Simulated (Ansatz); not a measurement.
## NaCl (Fm-3m):V_Cl, thermodynamic levels from a 54-atom cell

Charge states of V_Cl in NaCl (Fm-3m), set against the band edges. Model: a cell of 54 host atoms with 1 Cl taken out.

Method: place-levels on PBEsol runs: charge-transition levels and formation energies with image-charge correction and potential alignment at the atomic sites; PAW set soft_1, in Ansatz 0.2.0.

### Step 1. Set-up

The cell holds 53 atoms: 27 Na and 26 Cl. Its edges and angles: a = 11.883 Å, b = 11.883 Å, c = 11.883 Å, α = 60.0°, β = 60.0°, γ = 60.0°. It derives from NaCl (space group Fm-3m). Nearest the centre at fractional (0.500, 0.500, 0.500): Na46 at 2.80 Å, Na50 at 2.80 Å, Na34 at 2.80 Å, Na28 at 2.80 Å, Na44 at 2.80 Å, Na32 at 2.80 Å, Cl10 at 3.96 Å, Cl22 at 3.96 Å.

Known beforehand: the electronic dielectric constant, 2.56, and the static one, 6.02, from a response run on this crystal (DFPT, PBEsol) at that run's own cell.

The cell's shortest repeat is 11.9 Å.

### Step 2. The runs of each charge state

Levels follow from differences of total energies between charge states, each relaxed by itself.

Random displacements of about 0.05 Å break the site symmetry at the start, so that the relaxation can reach a distorted minimum if there is one. Forces are taken at one point at (¼, ¼, ¼). The cell holds 1 electron more than the neutral one, with a uniform background that keeps it neutral on the whole.

The sampling was tested on the host first: at the k-points planned (1x1x1 shifted 0.25 0.25 0.25) its energy lies 0.005 eV an atom from the dense-mesh value, under the bound of 0.02 eV set for this test; that bounds the host's error, not the defect's.

One of the inputs; charge, spin and start change from state to state.

qm1.relax/input.yaml

```yaml
crystal:
  lattice:
    - [0.0, 8.4028819, 8.4028819]
    - [8.4028819, 0.0, 8.4028819]
    - [8.4028819, 8.4028819, 0.0]
  atoms:
    - { symbol: Na, position: [0.0, 0.0, 0.0] }
    - { symbol: Cl, position: [0.16666667, 0.16666667, 0.16666667] }
[... 6 atom lines left out ...]
    - { symbol: Na, position: [0.0, 0.33333333, 0.33333333] }
    - { symbol: Cl, position: [0.16666667, 0.5, 0.5] }
[... 1 atom line left out ...]
    - { symbol: Cl, position: [0.16666667, 0.5, 0.83333333] }
[... 3 atom lines left out ...]
    - { symbol: Cl, position: [0.16666667, 0.83333333, 0.5] }
[... 4 atom lines left out ...]
    - { symbol: Na, position: [0.33333333, 0.0, 0.33333333] }
    - { symbol: Cl, position: [0.5, 0.16666667, 0.5] }
[... 1 atom line left out ...]
    - { symbol: Cl, position: [0.5, 0.16666667, 0.83333333] }
[... 1 atom line left out ...]
    - { symbol: Cl, position: [0.5, 0.5, 0.16666667] }
[... 1 atom line left out ...]
    - { symbol: Na, position: [0.33333333, 0.33333333, 0.66666667] }
    - { symbol: Cl, position: [0.5, 0.5, 0.83333333] }
[... 1 atom line left out ...]
    - { symbol: Cl, position: [0.5, 0.83333333, 0.16666667] }
    - { symbol: Na, position: [0.33333333, 0.66666667, 0.33333333] }
    - { symbol: Cl, position: [0.5, 0.83333333, 0.5] }
    - { symbol: Na, position: [0.33333333, 0.66666667, 0.66666667] }
[... 4 atom lines left out ...]
    - { symbol: Cl, position: [0.83333333, 0.16666667, 0.5] }
[... 3 atom lines left out ...]
    - { symbol: Cl, position: [0.83333333, 0.5, 0.16666667] }
    - { symbol: Na, position: [0.66666667, 0.33333333, 0.33333333] }
    - { symbol: Cl, position: [0.83333333, 0.5, 0.5] }
    - { symbol: Na, position: [0.66666667, 0.33333333, 0.66666667] }
[... 3 atom lines left out ...]
    - { symbol: Na, position: [0.66666667, 0.66666667, 0.33333333] }
[... 2 atom lines left out ...]
    - { symbol: Cl, position: [0.83333333, 0.83333333, 0.83333333] }
  host:
    repeats: [3, 3, 3]
    atoms:
      - { symbol: Na, position: [0.0, 0.0, 0.0] }
      - { symbol: Cl, position: [0.5, 0.5, 0.5] }
total_charge: -1
basis:
  ecutwfc: 420
  xc_grid: 2
hamiltonian:
  xc: pbesol
  pseudopotentials: { kind: paw, azcp: { folder: soft_1 }, xc_functional: pbe }
kpoints:
  mp_grid: { grid: [1, 1, 1], shift: [0.25, 0.25, 0.25] }
scf:
  occupations: { method: fixed }
  max_iter: 60
output:
  forces: true
  charged_corrections:
    epsilon: 2.56
    static_epsilon: 6.02
    defect_position: [0.5, 0.5, 0.5]
relax:
  f_tol: 0.02
  max_steps: 80
  random_displacement: { amplitude: 0.05, seed: 9847 }
checkpoint:
  write: "../qm1.relax.run"
  compress: false
  write_wavefunctions: true
  write_every: 100000
```

Run with:

```bash
$ ansatz run input.yaml --threads 4 --pin off --max-ram 7536MiB --backend cpu --events-out ev --progress --plain --runs-dir out
```

The relaxed structure is kept and the sampling changed to a 2×2×2 shifted mesh.

The run of this state that the levels use, under PBEsol:

qm1.point/input.yaml

```yaml
crystal:
  checkpoint: "../qm1.relax.run"
  host: checkpoint
total_charge: -1
basis:
  ecutwfc: 420
  xc_grid: 2
hamiltonian:
  xc: pbesol
  pseudopotentials: { kind: paw, azcp: { folder: soft_1 }, xc_functional: pbe }
kpoints:
  mp_grid: { grid: [2, 2, 2], shift: [0.5, 0.5, 0.5] }
scf:
  occupations: { method: fermi_dirac, width: 0.01 }
  max_iter: 60
output:
  forces: true
  eigenvalues: true
  charged_corrections:
    epsilon: 2.56
    static_epsilon: 6.02
    defect_position: [0.5, 0.5, 0.5]
  eigenstates: { localisation: true }
  populations: true
  band_densities: [{ bands: [v1, v1] }, { bands: [c1, c1] }]
  write_density: true
  write_potential: true
  volumetric_format: npy
  elf: true
checkpoint:
  read: "../qm1.relax.run"
  write: "../qm1.point.run"
  compress: false
  write_wavefunctions: false
  write_every: 100000
```

Relaxations under PBEsol at one point at (¼, ¼, ¼); times on 4 threads of Intel Xeon Platinum 8259CL at 2.50GHz (Skylake/Cascade Lake), shared host:

| charge | moment (μB) | occupations | outcome | steps | largest displacement against the far atoms (Å) | time |
| --- | --- | --- | --- | --- | --- | --- |
| −1 | 0 | fixed | converged | 4 | 0.18 | 59 s |
| 0 | 1 | fixed | converged | 3 | 0.02 | 86 s |
| +1 | 0 | fixed | converged | 4 | 0.24 | 56 s |

Single points under PBEsol at a 2×2×2 shifted mesh; times on 4 threads of Intel Xeon Platinum 8259CL at 2.50GHz (Skylake/Cascade Lake), shared host:

```
charge  moment (μB)  occupations    outcome     time
    −1            0  fermi-dirac  converged     73 s
     0            1  fermi-dirac  converged  3.4 min
    +1            0  fermi-dirac  converged     90 s
```

Distances (Å) from the ideal centre to the nearest atoms after relaxation with PBEsol:

```
charge  moment (μB)       1.       2.       3.       4.       5.       6.
    −1            0  Na 2.61  Na 2.62  Na 2.63  Na 2.63  Na 2.63  Na 2.63
     0            1  Na 2.81  Na 2.81  Na 2.82  Na 2.82  Na 2.82  Na 2.82
    +1            0  Na 3.03  Na 3.03  Na 3.04  Na 3.04  Na 3.04  Na 3.04
```

### Step 3. place-levels, PBEsol

A charged cell interacts with its images and the background, and its potential has another zero than the host's. place-levels removes the first by a point-charge model, screened by the static dielectric constant since the ions have relaxed around the charge, and the second by comparing potentials at atoms far from the defect.

The host is a run of the defect-free crystal in the same cutoffs, grids and k-points, so that basis and sampling errors cancel in part in the differences. Its band edges come from a run of the primitive cell that searches the zone for them. Chemical potentials are energies per atom of Cl (Cl2 molecule), run with the same functional and cutoff.

levels.point.yaml

```yaml
host:
  run: host.point.run
  levels_from: { run: edges.point.run }
states: [qm1.point.run, q0_M1.point.run, qp1.point.run]
geometry_from:
  qm1.point.run: qm1.relax.run
  q0_M1.point.run: q0_M1.relax.run
  qp1.point.run: qp1.relax.run
chemical_potentials:
  Cl:
    energy: -1060.712045
    dataset: "<sha256 of the dataset>"
epsilon: 2.56
static_epsilon: 6.02
vertical:
  - { from: qm1.point.run, to: qm1.point_neutral.run }
  - { from: qp1.point.run, to: qp1.point_neutral.run }
```

Run with:

```bash
$ ansatz place-levels levels.point.yaml -- --threads 4 --pin off --max-ram 7536MiB
```

Numbers of over 12 decimals in the logs are rounded to 6 here.

The program printed:

```text
[... repeated set-up lines and file paths are left out, and long positions are rounded to six places ...]
(+1/0) 4.083 eV above the valence edge, 0.930 eV under the conduction edge
(0/-1) 5.009 eV above the valence edge, 0.003 eV under the conduction edge
formation energy of charge +1: +0.384 eV with the Fermi level at the valence edge
formation energy of charge 0: +4.467 eV with the Fermi level at the valence edge
formation energy of charge -1: +9.476 eV with the Fermi level at the valence edge
vertical -1 to 0: no energy, since no alignment is typed
  the change from vertical[0].from (qm1.point.run) to vertical[0].to (qm1.point_neutral.run): by its potential at epsilon 2.56 it stands at 0.500 0.499 0.500, with an rms radius of about 2.3 Å (1.3 1.3 1.3 Å across the planes of the cell's vectors); [...]
vertical +1 to 0: no energy, since no alignment is typed
  the change from vertical[1].from (qp1.point.run) to vertical[1].to (qp1.point_neutral.run): by its potential at epsilon 2.56 it stands at 0.500 0.500 0.500, with an rms radius of about 2.0 Å (1.2 1.2 1.2 Å across the planes of the cell's vectors); [...]
  edges by pbesol of host.levels_from (edges.point.run), its mesh sampled to repeats of 35.65 Å (the valence edge +0.020 eV and the conduction edge -0.243 eV from those of the host's own run), gap 5.013 eV; the host is sampled to repeats of 23.77 Å
  the defect's cells are sampled to repeats of 23.77 Å, like sampling
  charge +1: -67527.8165 eV with its correction of +0.150 eV, at epsilon 6.02, aligned at sites: -0.1760 eV, mean over 21 atomic sites at or beyond 5.94 Å from the defect at [0.5000, 0.5000, 0.5000], with +0.000000 for the charge's moments and without [...]
  charge 0: +0.000 eV for its dipole among its images, +0.000 omitted
  charge -1: -67516.4385 eV with its correction of +0.452 eV, at epsilon 6.02, aligned at sites: -0.1260 eV, mean over 21 atomic sites at or beyond 5.94 Å from the defect at [0.5000, 0.5000, 0.5000], with +0.000000 for the charge's moments and without [...]
  of states[2] (qp1.point.run): its alignment with the host at atomic sites is doubtful: the cell is too small to show whether the defect's potential has decayed: take a larger one
  of states[1] (q0_M1.point.run): its alignment with the host at atomic sites is doubtful: the cell is too small to show whether the defect's potential has decayed: take a larger one
  of states[0] (qm1.point.run): its alignment with the host at atomic sites is doubtful: the cell is too small to show whether the defect's potential has decayed: take a larger one
```

Run time: 0.9 s. Hardware: 4 threads of Intel Xeon Platinum 8259CL at 2.50GHz (Skylake/Cascade Lake), shared host.

Levels between the charges placed, in eV above the valence top:

```csv
,gap (eV),(+1/0),(0/−1)
PBEsol,5.01,4.08,5.01
```

Corrections by state:

| charge | moment (μB) | image terms and alignment (eV) | band filling (eV) | ε used | over the lowest of its charge, as the program ranks them, band filling apart (eV) |
| --- | --- | --- | --- | --- | --- |
| +1 | 0.0 | 0.150 | - | 6.02 | 0.000 |
| 0 | 1.0 | 0.000 | - | - | 0.000 |
| −1 | 0.0 | 0.452 | - | 6.02 | 0.000 |

The charged structures listed were also run neutral, and place-levels reads from each pair, by the potential or the spins, how wide the charge is by which they differ; that can be the carrier of either run.

```csv
charge,rms radius (Å),spread where it is widest against the cell (Å),wide from (Å),reading
+1,2.0,1.18,1.68,narrow
−1,2.3,1.31,1.68,narrow
```

The neutral runs of these pairs need not share the spin of the lowest neutral state, and very wide values only mean spread over the cell.

From the program's caveats on the states, each cut to its opening words:

- charge +1, 0 (1 μB), −1: its alignment with the host at atomic sites is doubtful: the cell is too small to show whether the defect's potential has decayed: take a larger one

The host's formation energy from the elements is -1.854 eV per atom; it sets how far the chemical potentials can move.

Limit set by the element alone; other compounds of these elements are not counted. Chemical potentials from the elements' reference states: Cl 0.00 eV, Na -3.71 eV. Formation energies (Cl-rich), with the Fermi level at the valence top and at the conduction bottom (gap 5.01 eV):

```csv
charge,at valence top (eV),at conduction bottom (eV),correction included (eV)
+1,0.38,5.40,0.15
0,4.47,4.47,0.00
−1,9.48,4.46,0.45
```

| Fermi level (eV) | lowest formation energy (eV) |
| --- | --- |
| 0.00 | 0.38 |
| 0.46 | 0.84 |
| 0.91 | 1.29 |
| 1.37 | 1.75 |
| 1.82 | 2.21 |
| 2.28 | 2.66 |
| 2.74 | 3.12 |
| 3.19 | 3.58 |
| 3.65 | 4.03 |
| 4.10 | 4.47 |
| 4.56 | 4.47 |
| 5.01 | 4.46 |

Limit set by the element alone; other compounds of these elements are not counted. Chemical potentials from the elements' reference states: Na 0.00 eV, Cl -3.71 eV. Formation energies (Na-rich), with the Fermi level at the valence top and at the conduction bottom (gap 5.01 eV):

```csv
charge,at valence top (eV),at conduction bottom (eV),correction included (eV)
+1,-3.32,1.69,0.15
0,0.76,0.76,0.00
−1,5.77,0.76,0.45
```

Fermi level (eV), lowest formation energy (eV) and a bar from the least value:
```
     0.00      -3.32 
     0.46      -2.87 ###
     0.91      -2.41 #######
     1.37      -1.96 ##########
     1.82      -1.50 #############
     2.28      -1.05 #################
     2.74      -0.59 ####################
     3.19      -0.13 #######################
     3.65       0.32 ###########################
     4.10       0.76 ##############################
     4.56       0.76 ##############################
     5.01       0.76 ##############################
```

### Step 4. The same at the relaxations' own k-points

The relaxations' own energies give the levels at their sampling, for comparison.

levels.relax_mesh.yaml

```yaml
host:
  run: host.relax.run
  levels_from: { run: edges.relax.run }
states: [qm1.relax.run, q0_M1.relax.run, qp1.relax.run]
chemical_potentials:
  Cl:
    energy: -1060.712045
    dataset: "<sha256 of the dataset>"
```

Run with:

```bash
$ ansatz place-levels levels.relax_mesh.yaml -- --threads 4 --pin off --max-ram 7536MiB
```

The program printed:

```text
(+1/0) 3.986 eV above the valence edge, 1.026 eV under the conduction edge
(0/-1) 4.819 eV above the valence edge, 0.194 eV under the conduction edge
formation energy of charge +1: +0.356 eV with the Fermi level at the valence edge
formation energy of charge 0: +4.342 eV with the Fermi level at the valence edge
formation energy of charge -1: +9.161 eV with the Fermi level at the valence edge
  edges by pbesol of host.levels_from (edges.relax.run), its mesh sampled to repeats of 35.65 Å (the valence edge +0.009 eV and the conduction edge -0.249 eV from those of the host's own run), gap 5.013 eV; the host is sampled to repeats of 11.88 Å
[... the lines on each state left out ...]
```

Elapsed: 0.34 s, on 4 threads.

Levels between neighbouring charges, in eV above the valence top:

```csv
,gap (eV),(+1/0),(0/−1)
"one point at (¼, ¼, ¼)",5.01,3.99,4.82
a 2×2×2 shifted mesh,5.01,4.08,5.01
```

Going from one point at (¼, ¼, ¼) to a 2×2×2 shifted mesh moves the levels that carry no band-filling term by up to 0.19 eV and formation energies against the elements by up to 0.32 eV.

### Step 5. Results

```json
{
  "gap of the host": "5.01 eV (PBEsol)",
  "level (plus 1/0)": "4.08 eV above the valence top",
  "level (0/minus 1)": "5.01 eV above the valence top, at the conduction bottom",
  "lowest of the charges placed, just above the valence top (0.02 eV)": "+1",
  "lowest of the charges placed, just below the conduction bottom (0.02 eV)": "0",
  "lowest formation energy at mid-gap of the charges run, Cl-rich": "2.89 eV",
  "lowest formation energy at mid-gap of the charges run, Na-rich": "-0.82 eV"
}
```

In words: Of the charges placed (−1, 0 and +1), the lowest changes at 4.08 eV (+1/0) above the valence top, in a gap of 5.01 eV. (0/−1) lies 0.00 eV from a band edge, less than the doubt on such levels. Charges above +1 were not placed, so these runs say nothing of levels that involve them. States placed: +1 at 0 μB; 0 at 1 μB; −1 at 0 μB. Other spin states or structures, where not listed, weren't placed. Going from one point at (¼, ¼, ¼) to a 2×2×2 shifted mesh moves the levels that carry no band-filling term by up to 0.19 eV and formation energies against the elements by up to 0.32 eV. The program doubts the alignment of potentials for at least one state, a sign that the cell is small. Limits: PBEsol makes the gap too small and tends to spread out bound carriers; where a gas molecule sets a chemical potential or the host's formation energy, its binding is uncorrected.

[Logs are printed without paths, hosts, clocks, repeated set-up lines and the standing remarks that a program may print on its own settings, such as how far it seeks lower states.]

[Hosts, paths, dates, database ids (printed as entryN), source tags and the programs' standing remarks are cut or masked in the printed files.]

[Where a table of states has a column of steps, it counts the stored structures, which are thinned; the runs took as many ionic steps or more.]

[A defect's name tells the site on which it was built; relaxed atoms can leave that site.]

[For some hosts the program warned that the k-mesh of the response run may be too coarse for force constants and the static dielectric constant; such warnings are not shown here.]
